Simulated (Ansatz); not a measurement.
Rows from a G0W0 calculation on Be3N2 (P6_3/mmc) (Ansatz 0.2.0; G0W0 on LDA, plane waves, PAW; 6×6×2 mesh, 173 empty bands, screening to 108 eV, hard PAW files), in eV. Spin-orbit coupling is left out.

| row | Σx | Σc | Vxc | Z |
| --- | --- | --- | --- | --- |
| A | -9.22 | -5.09 | -15.47 | 0.81 |
| B | -9.57 | -4.70 | -15.27 | 0.82 |
| C | -6.91 | -4.09 | -11.88 | 0.84 |
| D | -22.22 | 3.20 | -18.50 | 0.80 |
| E | -21.73 | 3.49 | -17.58 | 0.79 |
| F | -6.80 | -4.40 | -12.15 | 0.83 |

Q: Which rows are filled states and which are empty ones, and how can one tell?

Filled: D and E. Empty: A, B, C and F. The sign of Σc tells: for a filled state bare exchange, which holds its interaction with itself, lies below Vxc (Σx − Vxc is -3.7 eV or lower here) and screening gives part back as a positive Σc. For an empty state Σx lies above Vxc (+5.0 eV or more) and the Coulomb hole leaves Σc negative.

[Runs of the session that timed out or met a known fault of the program may be left out.]

[Cells called generated may have been cut or substituted from an entry of the Crystallography Open Database or the Materials Project.]

[Hosts, paths, dates, database ids (printed as entryN), source tags and the programs' standing remarks are cut or masked in the printed files.]
